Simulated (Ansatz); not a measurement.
# YCu (Pm-3m): Grüneisen parameters

Aim: how the phonons of YCu (Pm-3m) shift with volume, and the thermal expansion that follows.

Program: Ansatz 0.2.0. Level of theory: DFT PBEsol, scalar-relativistic, plane waves, PAW; PAW set soft_1. Values are calculated unless marked as measured.

### Step 1. The structure

The structure is cubic, space group Pm-3m (No. 221). Conventional cell: a = 3.425 Å, b = 3.425 Å, c = 3.425 Å, α = 90.00°, β = 90.00°, γ = 90.00°. Y has 8 Cu at 2.97 Å nearest. Nearest to Cu lie 8 Y at 2.97 Å. Farther neighbours, and contacts between anions beyond the nearest, are not listed.

### Step 2. Response at finite wavevector

Stability and thermal properties need the whole zone. Linear response on a 4×4×4 q mesh gives force constants as far as a supercell of that size would.

The input, input.yaml:

```yaml
crystal:
  lattice:
    - [3.4246110042, 0.0, 0.0]
    - [0.0, 3.4246110042, 0.0]
    - [0.0, 0.0, 3.4246110042]
  atoms:
    - { symbol: "Y", position: [0.0, 0.0, 0.0] }
    - { symbol: Cu, position: [0.5, 0.5, 0.5] }
kpoints:
  mp_grid: { grid: [12, 12, 12] }
hamiltonian:
  xc: pbesol
  pseudopotentials: { kind: paw, azcp: { folder: soft_1 }, xc_functional: pbe }
scf:
  occupations: { method: methfessel_paxton, width: 0.2 }
output:
  eigenvalues: true
phonons:
  method: dfpt
  qmesh: [4, 4, 4]
  temperatures: { t_max: 1000, t_step: 50 }
  qpath:
    path:
      - [[0.0, 0.0, 0.0], [0.0, 0.5, 0.0], [0.5, 0.5, 0.0], [0.0, 0.0, 0.0], [0.5, 0.5, 0.5], [0.0, 0.5, 0.0]]
      - [[0.5, 0.5, 0.5], [0.5, 0.5, 0.0]]
    npoints: 10
```

Run with:

```sh
$ ansatz run input.yaml --threads 4 --pin off --max-ram 10240MiB --backend cpu --events-out ev --progress --plain --runs-dir out
```

The log of the run:

```text
Engine: ansatz 0.2.0, aarch64-unknown-linux-gnu
Pseudopotentials: kind: paw
Pseudopotential: Y, paw, valence charge 11, recommended cutoff 420 eV (normal), soft_1/Y.paw.azcp
Pseudopotential: Cu, paw, valence charge 19, recommended cutoff 420 eV (normal), soft_1/Cu.paw.azcp
Functional definition: PBEsol
  exchange = pbesol_x
  correlation = pbesol_c
Crystal: 2 atoms, lattice volume = 40.164 Å³
Basis set: ecut = 420 eV, 751 PW (Γ), exchange–correlation on 48×48×48 points (8 copies of the dense FFT grid, shifted against one another)
Bands: 19, of which v1, the nominal top of the filled ones, is band 15 counted from 1 (14 counted from 0)
Symmetry: 48 space group operations
k-points: 84 of 1728
Non-local potential: Y, projectors of the file, l = 0: 3, l = 1: 2, l = 2: 2, l = 3: 1
Non-local potential: Cu, projectors of the file, l = 0: 3, l = 1: 2, l = 2: 3, l = 3: 1
PAW form: soft (Blöchl's): semilocal exchange-correlation on the pseudo side does not see the compensation charge
PAW frozen core: Y, regenerated for the run's functional, and the local potential with it (the file was generated under x = pbe(κ = 0.804, μ = 0.219515), c = pbe(β = 0.066725))
PAW frozen core: Cu, regenerated for the run's functional, and the local potential with it (the file was generated under x = pbe(κ = 0.804, μ = 0.219515), c = pbe(β = 0.066725))
PAW one-centre angular grid: Y, 590 points (default); XC on 64 Gauss nodes
PAW one-centre angular grid: Cu, 590 points (default); XC on 64 Gauss nodes
Initial density: superposition of atomic densities (chi_scale 0.1, normalization cell, long waves kept (reshape's long-wave potential 0.00 eV rms))
Initial wavefunctions: pseudopotential atomic-orbital guess
Functional: x = pbesol(κ = 0.804, μ = 0.123457), c = pbesol(β = 0.046)
SCF iter   1: F=—  HF=-10395.201417 eV  |F-HF|=—  |Δ(HF+E_count)|=         —  Δρ=8.60e-1  dr2=2.45e2  ethr=3.10e-3  ⟨swp⟩=5.0  Hψ=13804  notcnv=0
automatic band count: the SCF goes on with 23 bands, as 19 were too few: they end inside the smearing window of the response
preconditioner: auto → Kerker (q_TF=auto, 2.599 Å⁻¹)  [metal: Δε(μ)=0.003 eV  Ē_g=13.208 eV  σ=0.200 eV  W_gap=0.01  n_scr=18 (ndim 8)  ℏωp=26.2 eV  f_vac=0.000  D(μ)=8.23/eV (n_scr^D=170)]
SCF iter   2: F=—  HF=-10387.196255 eV  |F-HF|=—  |Δ(HF+E_count)|=    8.01e0  S|Δr|=    0.00e0  Δρ=3.80e-1  dr2=5.12e1  ethr=3.10e-3  ⟨swp⟩=2.0  Hψ=4427  notcnv=0  defer=109
SCF iter   3: F=—  HF=-10384.989452 eV  |F-HF|=—  |Δ(HF+E_count)|=    2.21e0  S|Δr|=    0.00e0  Δρ=1.22e-1  dr2=6.58e0  ethr=3.10e-3  ⟨swp⟩=2.0  Hψ=3498  notcnv=0  defer=134
SCF iter   4: F=—  HF=-10384.509671 eV  |F-HF|=—  |Δ(HF+E_count)|=   4.80e-1  S|Δr|=    0.00e0  Δρ=5.19e-2  dr2=1.22e0  ethr=3.10e-3  ⟨swp⟩=2.0  Hψ=3018  notcnv=0  defer=171
SCF iter   5: F=—  HF=-10384.375260 eV  |F-HF|=—  |Δ(HF+E_count)|=   1.34e-1  S|Δr|=    0.00e0  Δρ=2.60e-2  dr2=3.10e-1  ethr=3.10e-3  ⟨swp⟩=1.9  Hψ=2130  notcnv=0  defer=171
SCF iter   6: F=—  HF=-10384.331192 eV  |F-HF|=—  |Δ(HF+E_count)|=   4.41e-2  S|Δr|=    0.00e0  Δρ=1.31e-2  dr2=6.58e-2  ethr=1.03e-3  ⟨swp⟩=1.0  Hψ=2542  notcnv=0  defer=167
SCF iter   7: F=—  HF=-10384.322147 eV  |F-HF|=—  |Δ(HF+E_count)|=   9.04e-3  S|Δr|=    0.00e0  Δρ=8.85e-4  dr2=4.04e-4  ethr=2.19e-4  ⟨swp⟩=1.8  Hψ=1929  notcnv=0  defer=167
SCF iter   8: F=—  HF=-10384.322169 eV  |F-HF|=—  |Δ(HF+E_count)|=   2.19e-5  S|Δr|=    0.00e0  Δρ=5.13e-4  dr2=8.22e-5  ethr=1.35e-6  ⟨swp⟩=2.0  Hψ=2383  notcnv=0  defer=167
SCF iter   9: F=—  HF=-10384.322166 eV  |F-HF|=—  |Δ(HF+E_count)|=   2.79e-6  S|Δr|=    0.00e0  Δρ=1.47e-4  dr2=7.89e-6  ethr=2.74e-7  ⟨swp⟩=2.4  Hψ=2601  notcnv=0  defer=167
SCF iter  10: F=—  HF=-10384.322169 eV  |F-HF|=—  |Δ(HF+E_count)|=   2.36e-6  S|Δr|=    0.00e0  Δρ=7.03e-5  dr2=1.81e-6  ethr=2.63e-8  ⟨swp⟩=1.0  Hψ=1757  notcnv=0  defer=167
SCF iter  11: F=—  HF=-10384.322167 eV  |F-HF|=—  |Δ(HF+E_count)|=   1.56e-6  S|Δr|=    0.00e0  Δρ=2.57e-5  dr2=2.49e-7  ethr=6.05e-9  ⟨swp⟩=1.0  Hψ=1759  notcnv=0  defer=167
SCF iter  12: F=—  HF=-10384.322167 eV  |F-HF|=—  |Δ(HF+E_count)|=   3.46e-8  S|Δr|=    0.00e0  Δρ=2.50e-6  dr2=2.03e-9  ethr=8.31e-10  ⟨swp⟩=1.7  Hψ=1861  notcnv=0  defer=167
SCF iter  13: F=-10384.322167 eV  HF=-10384.322167 eV  |F-HF|=3.64e-12  |Δ(HF+E_count)|=  1.49e-10  S|Δr|=    0.00e0  Δρ=9.32e-8  dr2=3.25e-12  ethr=1.00e-12  ⟨swp⟩=10.1  Hψ=10864  notcnv=0
SCF 1 converged in 13 iterations: F = -10384.322167 eV  dr2 = 3.25e-12
  greatest PAW one-centre occupation: 1.000 electrons in one spin orbital (limit 2), on the Cu atom at site 1 (counted from 0), in its partial waves of l = 0
Initial density: read from a saved state, or passed on in memory by an earlier SCF of this step, an earlier step, the calling program or the single point that the run made first
iter 1 solved again at ethr=2.49e-8 eV; its pass at ethr=3.10e-3 eV (dr2=7.48e-6 eV) is discarded
SCF iter   1: F=—  HF=-10384.322166 eV  |F-HF|=—  |Δ(HF+E_count)|=         —  Δρ=1.59e-7  dr2=6.56e-12  ethr=2.49e-8  ⟨swp⟩=3.0  Hψ=11008  notcnv=0
eigensolver tolerance schedule: the retry pair's looser diagonalisation over-reported the residual by 1140510.93 of it (diagonalisation noise at an unbounded share of the residual, at the tolerance the schedule requests for it); recorded, not acted on — ethr = c·dr2/N_el stays at c = 1.0e-1
preconditioner: auto → Kerker (q_TF=auto, 2.599 Å⁻¹)  [metal: Δε(μ)=0.026 eV  Ē_g=11.161 eV  σ=0.200 eV  W_gap=0.11  n_scr=18 (ndim 8)  ℏωp=26.2 eV  f_vac=0.000  D(μ)=1.10/eV (n_scr^D=6)]
SCF iter   2: F=—  HF=-10384.322167 eV  |F-HF|=—  |Δ(HF+E_count)|=   7.75e-7  S|Δr|=    0.00e0  Δρ=1.25e-7  dr2=7.66e-12  ethr=1.00e-12  ⟨swp⟩=6.2  Hψ=6266  notcnv=0
SCF iter   3: F=-10384.322167 eV  HF=-10384.322167 eV  |F-HF|=1.82e-12  |Δ(HF+E_count)|=  1.82e-12  S|Δr|=    0.00e0  Δρ=7.55e-8  dr2=2.80e-12  ethr=1.00e-12  ⟨swp⟩=1.0  Hψ=3560  notcnv=0
SCF 2 converged in 3 iterations: F = -10384.322167 eV  dr2 = 2.80e-12
phonons: the bands overlap, so this run is a metal and interpolates without the dipole-dipole term. If the crystal is really an insulator or semiconductor, its LO-TO splitting is missing
NSCF: frozen V_eff on 84 k-points
NSCF: frozen V_eff on 196 k-points
DFPT response loops at q = (0, 0, 0) (fractional): preconditioner auto → Kerker (q_TF=auto, 2.599 Å⁻¹) (partly filled bands, converged f_vac=0.000); β = 1.00, the filter's whole step (`scf.mixing.beta` (0.50) is not read by the response loops under this deck's `scf.mixing.preconditioner`; to damp them name `kerker` or `kerker_dos`, under which they read `scf.mixing.beta`, and type it under 1.00, their step now; both keys bind the ground state too); Broyden in place of MSR1
NSCF: frozen V_eff on 1176 k-points
DFPT response loops at q = (0, 0, 0.25) (fractional): mixed as the last ones told, above
NSCF: frozen V_eff on 686 k-points
DFPT response loops at q = (0, 0, -0.5) (fractional): mixed as the last ones told, above
NSCF: frozen V_eff on 2016 k-points
DFPT response loops at q = (0, 0.25, 0.25) (fractional): mixed as the last ones told, above
NSCF: frozen V_eff on 1176 k-points
DFPT response loops at q = (0, 0.25, -0.5) (fractional): mixed as the last ones told, above
NSCF: frozen V_eff on 686 k-points
DFPT response loops at q = (0, -0.5, -0.5) (fractional): mixed as the last ones told, above
NSCF: frozen V_eff on 1872 k-points
DFPT response loops at q = (0.25, 0.25, 0.25) (fractional): mixed as the last ones told, above
NSCF: frozen V_eff on 2016 k-points
DFPT response loops at q = (0.25, 0.25, -0.5) (fractional): mixed as the last ones told, above
NSCF: frozen V_eff on 1176 k-points
DFPT response loops at q = (0.25, -0.5, -0.5) (fractional): mixed as the last ones told, above
NSCF: frozen V_eff on 392 k-points
DFPT response loops at q = (-0.5, -0.5, -0.5) (fractional): mixed as the last ones told, above
SCF converged after 13 iterations
Stability not checked: this state was not tested for a lower state beside it, because cold or Methfessel-Paxton smearing, or corrected tetrahedra, fill the levels in a way that the test cannot read (fill_not_monotonic; see scf.lower_state_search)
Free energy (F): -10384.322167 eV
Harris-Foulkes:  -10384.322167 eV  (|F-HF|=3.64e-12)
Internal energy: -10384.323372 eV  (E = F + TS)
E sigma→0 (E₀):  -10384.322468 eV
Entropy (-TS):   0.001205 eV (0.603 meV/atom)
Fermi energy:    12.653730 eV
--- Per-component energies (eV) ---
  E_band       = -526.792269
  E_kinetic    = 580.457326
  E_local      = -6078.075003  (includes V_loc(G=0)·N_el)
  E_nonlocal   = 918.222621
  E_hartree    = 2564.246222
  E_xc         = -246.438952
  E_vxc        = -294.604383  (∫ρ·V_xc dr)
  E_paw        = -4543.192507  (= ΣΔE_a)
  E_vpaw       = -781.286212  (= ΣTr[D̂ρ^β])
  E_aug_tail   = 0.001038  (compensation charges beyond the density's cutoff)
  E_ewald      = -3579.899094
  E_core_change = 0.354976  (= ΣΔE_core)
  E_smearing   = 0.001205  (= −TS)
  E_closure    = 0.000000  (closes the sum)
  Σ components = -10384.322167   (vs F -10384.322167, Δ=0.00e0)
--- Band table (eV; the first three rows and the last of 84) ---
  k-point 0: bands = [... 11 lower, 9.7051, 9.7051, 9.7051, 13.1098, 13.1098, 17.5644, 17.5644, 17.5644, ... 4 higher]
  k-point 1: bands = [... 11 lower, 9.7010, 9.7010, 9.7106, 13.1013, 13.1220, 16.9889, 16.9889, 17.5628, ... 4 higher]
  k-point 2: bands = [... 11 lower, 9.6904, 9.6904, 9.7258, 13.0699, 13.0771, 16.1573, 16.1573, 17.5585, ... 4 higher]
  k-point 83: bands = [... 11 lower, 10.0181, 10.0181, 10.8728, 10.8728, 10.8728, 14.2753, 19.0742, 19.0742, ... 4 higher]
--- Phonons (Γ-DFPT): 2 representative perturbations + reference (Σ response iterations 7) ---
  ASR residual: 1.450e-5 → 0.000e0 eV/Å²; symmetrization residual: 4.440e-6 eV/Å²
  ASR residual per site (eV/Å²): 1.45e-5 1.29e-5
  Γ frequencies (cm⁻¹): 0.00 0.00 0.00 147.13 147.13 147.13
--- Phonons (arbitrary-q DFPT): 10 irreducible q on the 4×4×4 mesh ---
  q = [0.0000, 0.0000, 0.0000] (star 1, of the zone-centre solve; hermiticity 3.01e-6, symmetrization 8.22e-13): -0.00 0.00 0.00 147.13 147.13 147.13
  q = [0.0000, 0.0000, 0.2500] (star 6, 4 solved perturbations in 1848 linear systems a pass and spin channel, the states on 588 of 1728 k-point pairs; hermiticity 1.57e-6, symmetrization 4.83e-13): 58.11 58.11 92.49 138.74 138.74 155.25
  q = [0.0000, 0.0000, -0.5000] (star 3, 4 solved perturbations in 1078 linear systems a pass and spin channel, the states on 343 of 1728 k-point pairs; hermiticity 3.55e-10, symmetrization 1.22e-10): 95.89 95.89 99.35 117.96 117.96 172.94
  q = [0.0000, 0.2500, 0.2500] (star 12, 4 solved perturbations in 3108 linear systems a pass and spin channel, the states on 1008 of 1728 k-point pairs; hermiticity 2.76e-6, symmetrization 5.69e-13): 60.94 70.18 111.73 128.60 141.05 151.06
  q = [0.0000, 0.2500, -0.5000] (star 12, 6 solved perturbations on 588 of 1728 k-point pairs; hermiticity 7.83e-7, symmetrization 1.63e-9): 60.54 78.90 88.84 116.57 141.76 167.29
  q = [0.0000, -0.5000, -0.5000] (star 3, 4 solved perturbations in 1078 linear systems a pass and spin channel, the states on 343 of 1728 k-point pairs; hermiticity 1.49e-6, symmetrization 3.34e-11): 34.41 34.41 65.53 113.32 158.91 158.91
  q = [0.2500, 0.2500, 0.2500] (star 8, 2 solved perturbations on 936 of 1728 k-point pairs; hermiticity 9.63e-7, symmetrization 9.12e-13): 82.74 82.74 97.01 138.22 143.53 143.53
  q = [0.2500, 0.2500, -0.5000] (star 12, 4 solved perturbations in 3108 linear systems a pass and spin channel, the states on 1008 of 1728 k-point pairs; hermiticity 1.36e-6, symmetrization 5.30e-9): 55.70 88.13 106.57 130.91 132.41 163.93
  q = [0.2500, -0.5000, -0.5000] (star 6, 4 solved perturbations in 1848 linear systems a pass and spin channel, the states on 588 of 1728 k-point pairs; hermiticity 1.11e-7, symmetrization 5.94e-10): 59.39 59.39 102.22 118.14 161.59 161.59
  q = [-0.5000, -0.5000, -0.5000] (star 1, 2 solved perturbations on 196 of 1728 k-point pairs; hermiticity 1.68e-10, symmetrization 8.41e-11): 76.38 76.38 76.38 165.76 165.76 165.76
  sum rule: each row above includes the acoustic sum rule's correction from the zone centre's row sums; it moved no ω² by more than (0.24 cm⁻¹)²
  mesh force constants: q→R imaginary residual 1.40e-18; ASR residual 1.450e-5 → 0.000e0 eV/Å²; symmetrization residual 6.217e-15 eV/Å²
  interpolated dispersion: 62 rows × 6 modes
  density of states and harmonic sums: on the 20×20×20 q-mesh, interpolated from the force constants of a 4×4×4 supercell (no non-analytic term)
  largest difference from the sums on the solved wave vectors: F 1.14e-2 eV, S 1.54e-5 and C_V 4.01e-6 eV/K
  zero-point energy: 0.041004 eV/cell   skipped modes (ω ≤ 0): 3   left out of the sums: 6.25e-5 of the cell's modes: C_V's classical limit lies that fraction below 3 k_B per atom; for a crystal, a wire or a layer, F and S can be off by more, and a phonons.interpolated_qmesh denser along its periods is the remedy for the sampling
```

Run time: 5.6 min. Hardware: 4 threads of Arm Neoverse V1, shared host; peak memory 2.1 GiB.

Read from the output:

```yaml
volume_per_atom: 20.08 Å³
gap_on_the_k_mesh: 0 eV
sum_rule_residual_before_enforcement: 1.45e-5 eV/Å²
lowest_frequency_on_the_path: 0 cm⁻¹
point_group: m-3m
highest_frequency_on_path_mesh_or_solved_points: 172.9 cm⁻¹
mean_frequency: 110.2 cm⁻¹
debye_temperature_second_moment: 216 K
logarithmic_mean_frequency: 103.2 cm⁻¹
highest_optical_mode_at_the_zone_centre_no_lo_to_term: 147.1 cm⁻¹
lowest_optical_zone_centre_mode: 147.1 cm⁻¹
lowest_mode_on_the_q_mesh_acoustic_modes_at_gamma_apart: 34.41 cm⁻¹
zero_point_energy_per_atom: 20.5 meV
heat_capacity_at_300_k: 24.31 J/(mol atoms K)
vibrational_entropy_at_300_k: 42.80 J/(mol atoms K)
```

Frequencies (cm⁻¹) solved at each irreducible wavevector; negative means imaginary. Frequencies by wavevector, by row:

```tsv
q in reciprocal lattice units	star	mode 1	mode 2	mode 3	mode 4	mode 5	mode 6
0 0 0	1	0	0	0	147.1	147.1	147.1
0 0 0.25	6	58.1	58.1	92.5	138.7	138.7	155.2
0 0 -0.5	3	95.9	95.9	99.3	118	118	172.9
0 0.25 0.25	12	60.9	70.2	111.7	128.6	141.1	151.1
0 0.25 -0.5	12	60.5	78.9	88.8	116.6	141.8	167.3
0 -0.5 -0.5	3	34.4	34.4	65.5	113.3	158.9	158.9
0.25 0.25 0.25	8	82.7	82.7	97	138.2	143.5	143.5
0.25 0.25 -0.5	12	55.7	88.1	106.6	130.9	132.4	163.9
0.25 -0.5 -0.5	6	59.4	59.4	102.2	118.1	161.6	161.6
-0.5 -0.5 -0.5	1	76.4	76.4	76.4	165.8	165.8	165.8
```

Symmetry leaves 10 wavevectors to solve. The lowest mode among them, the acoustic zeros apart, lies at q = (0, -0.5, -0.5) and is real, 34.4 cm⁻¹.

### Step 3. Relaxing at another volume, volume ratio 0.97

The volume is scaled by 0.97 and held; symmetry leaves nothing to relax, so this is a single point. The modes can then be followed against volume.

input.yaml, the sections that differ from step 2:

```yaml
crystal:
  lattice:
    - [3.3900166086, 0.0, 0.0]
    - [0.0, 3.3900166086, 0.0]
    - [0.0, 0.0, 3.3900166086]
  atoms:
    - { symbol: "Y", position: [0.0, 0.0, 0.0] }
    - { symbol: Cu, position: [0.5, 0.5, 0.5] }
output:
  forces: true
  stress: true
  eigenvalues: true
  write_density: true
  write_potential: true
  elf: true
  volumetric_format: npy
# kpoints, hamiltonian, scf: as in step 2
# phonons: removed
```

The log of the run:

```text
[...]
Crystal: 2 atoms, lattice volume = 38.959 Å³
Basis set: ecut = 420 eV, 751 PW (Γ), exchange–correlation on 48×48×48 points (8 copies of the dense FFT grid, shifted against one another)
Bands: 19, of which v1, the nominal top of the filled ones, is band 15 counted from 1 (14 counted from 0)
Symmetry: 48 space group operations
[...]
k-points: 84 of 1728
[...]
--- Band table (eV; the first three rows and the last of 84) ---
  k-point 0: bands = [... 11 lower, 10.0992, 10.0992, 10.0992, 13.5766, 13.5766, 18.1836, 18.1836, 18.1836]
  k-point 1: bands = [... 11 lower, 10.0952, 10.0952, 10.1050, 13.5667, 13.5922, 17.5778, 17.5778, 18.1816]
  k-point 2: bands = [... 11 lower, 10.0846, 10.0846, 10.1209, 13.5381, 13.5495, 16.7125, 16.7125, 18.1763]
  k-point 83: bands = [... 11 lower, 10.4274, 10.4274, 11.2471, 11.2471, 11.2471, 14.8244, 19.7559, 19.7559]
[key lines of the parts left out:]
SCF converged after 11 iterations
Free energy (F): -10384.312925 eV
Fermi energy:    13.125691 eV
P = ⅓ Tr σ = 2.5276 GPa (25.276 kbar)
```

Run time: 1.5 s. Hardware: 4 threads; peak memory 0.37 GiB; 5.3 s of CPU time.

Numbers from this step:

- pressure: 2.528 GPa
- volume per atom: 19.48 Å³

Electrostatic potential energy in the ac plane at fractional y = 0.000, with atoms of Y within 0.2 Å of it. With pseudopotentials it is smooth inside the atoms' cores, unlike the true potential.

Ten even steps from '_' (-44 eV) to '@' (16 eV):
```
______..==**%%%%@@@@%%%%**==..____
______::++##%%@@@@@@@@%%##++::____
....::==**%%%%@@@@@@@@%%%%**==::..
--==++**%%%%@@@@@@@@@@@@%%%%**++==
****##%%%%@@@@@@@@@@@@@@@@%%%%##**
%%%%%%%%@@@@@@@@@@@@@@@@@@@@%%%%%%
%%%%@@@@@@@@@@@@@@@@@@@@@@@@@@@@%%
@@@@@@@@@@@@@@@@@@@@@@@@@@@@@@@@@@
@@@@@@@@@@@@@@@@@@@@@@@@@@@@@@@@@@
%%%%@@@@@@@@@@@@@@@@@@@@@@@@@@@@%%
%%%%%%%%@@@@@@@@@@@@@@@@@@@@%%%%%%
****##%%%%@@@@@@@@@@@@@@@@%%%%##**
--==++**%%%%@@@@@@@@@@@@%%%%**++==
....::==**%%%%@@@@@@@@%%%%**==::..
______::++##%%@@@@@@@@%%##++::____
______..==**%%%%@@@@%%%%**==..____
______..--**%%%%@@@@%%%%**--..____
```
Columns run along a (3.4 Å; values clipped at the 3rd and 97th percentile), rows up along c (3.4 Å). Atoms in or near the plane, at fractional coordinates: Y at (0.00, 0.00).

ELF in the ac plane at fractional y = 0.000, with atoms of Y within 0.2 Å of it. It is the smooth field of the valence electrons, not physical close to the nuclei.

Values, 14 rows by 14 columns, each cell a mean:
```
0.59 0.73 0.84 0.78 0.41 0.09 0.08 0.09 0.07 0.13 0.49 0.80 0.83 0.70
0.81 0.84 0.83 0.67 0.28 0.10 0.12 0.15 0.12 0.11 0.36 0.70 0.84 0.83
0.82 0.79 0.68 0.42 0.17 0.14 0.22 0.27 0.20 0.13 0.21 0.47 0.70 0.80
0.54 0.47 0.33 0.19 0.14 0.22 0.33 0.38 0.32 0.20 0.14 0.21 0.36 0.49
0.14 0.13 0.11 0.13 0.22 0.34 0.42 0.44 0.41 0.32 0.20 0.13 0.11 0.13
0.06 0.08 0.13 0.22 0.34 0.42 0.45 0.45 0.45 0.41 0.32 0.20 0.12 0.07
0.07 0.10 0.17 0.29 0.39 0.45 0.45 0.45 0.45 0.44 0.38 0.27 0.15 0.09
0.06 0.08 0.14 0.24 0.35 0.43 0.45 0.45 0.45 0.42 0.33 0.22 0.12 0.08
0.09 0.09 0.10 0.15 0.25 0.37 0.43 0.45 0.42 0.34 0.22 0.14 0.10 0.09
0.45 0.39 0.26 0.16 0.15 0.25 0.35 0.39 0.34 0.22 0.14 0.17 0.28 0.41
0.80 0.77 0.64 0.38 0.16 0.15 0.24 0.29 0.22 0.13 0.19 0.42 0.67 0.78
0.82 0.84 0.82 0.64 0.26 0.10 0.14 0.17 0.13 0.11 0.33 0.68 0.83 0.84
0.64 0.75 0.84 0.77 0.39 0.09 0.08 0.10 0.08 0.13 0.47 0.79 0.84 0.73
0.41 0.64 0.82 0.80 0.45 0.09 0.06 0.07 0.06 0.14 0.54 0.82 0.81 0.59
```
Columns run along a (3.4 Å), rows up along c (3.4 Å). Atoms in or near the plane, at fractional coordinates: Y at (0.00, 0.00).

Valence density in the ac plane at fractional y = 0.000, with atoms of Y within 0.2 Å of it. It is the smooth field of the valence electrons, not physical close to the nuclei.

Values in e/Å³, 14 rows by 14 columns, each cell a mean:
```
3.2 3.4 2.8 1.5 0.5 0.2 0.1 0.1 0.1 0.2 0.7 1.7 3.0 3.4
3.2 2.9 2.1 1.0 0.4 0.2 0.1 0.1 0.1 0.2 0.5 1.2 2.2 3.0
1.9 1.7 1.1 0.5 0.2 0.1 0.1 0.1 0.1 0.2 0.3 0.6 1.2 1.7
0.8 0.6 0.4 0.3 0.2 0.1 0.1 0.1 0.1 0.1 0.2 0.3 0.5 0.7
0.2 0.2 0.2 0.2 0.1 0.1 0.1 0.1 0.1 0.1 0.1 0.2 0.2 0.2
0.1 0.1 0.1 0.1 0.1 0.1 0.2 0.2 0.2 0.1 0.1 0.1 0.1 0.1
0.1 0.1 0.1 0.1 0.1 0.1 0.2 0.2 0.2 0.1 0.1 0.1 0.1 0.1
0.1 0.1 0.1 0.1 0.1 0.1 0.2 0.2 0.2 0.1 0.1 0.1 0.1 0.1
0.2 0.2 0.2 0.1 0.1 0.1 0.1 0.1 0.1 0.1 0.1 0.1 0.2 0.2
0.6 0.5 0.4 0.2 0.2 0.1 0.1 0.1 0.1 0.1 0.2 0.2 0.4 0.5
1.7 1.5 0.9 0.5 0.2 0.1 0.1 0.1 0.1 0.2 0.3 0.5 1.0 1.5
3.0 2.7 1.9 0.9 0.4 0.2 0.1 0.1 0.1 0.2 0.4 1.1 2.1 2.8
3.3 3.4 2.7 1.5 0.5 0.2 0.1 0.1 0.1 0.2 0.6 1.7 2.9 3.4
2.8 3.3 3.0 1.7 0.6 0.2 0.1 0.1 0.1 0.2 0.8 1.9 3.2 3.2
```
Columns run along a (3.4 Å), rows up along c (3.4 Å). Atoms in or near the plane, at fractional coordinates: Y at (0.00, 0.00).

(Part 1 of 2 ends here.)

[Long decimals in the printed logs are rounded to 6 places.]

[Logs are printed without paths, hosts, clocks, repeated set-up lines and the standing remarks that a program may print on its own settings, such as how far it seeks lower states.]

[Hosts, paths, dates, database ids (printed as entryN), source tags and the programs' standing remarks are cut or masked in the printed files.]

[Where the starting crystal was built by hand or by swapping elements, it need not be the compound's stable phase.]
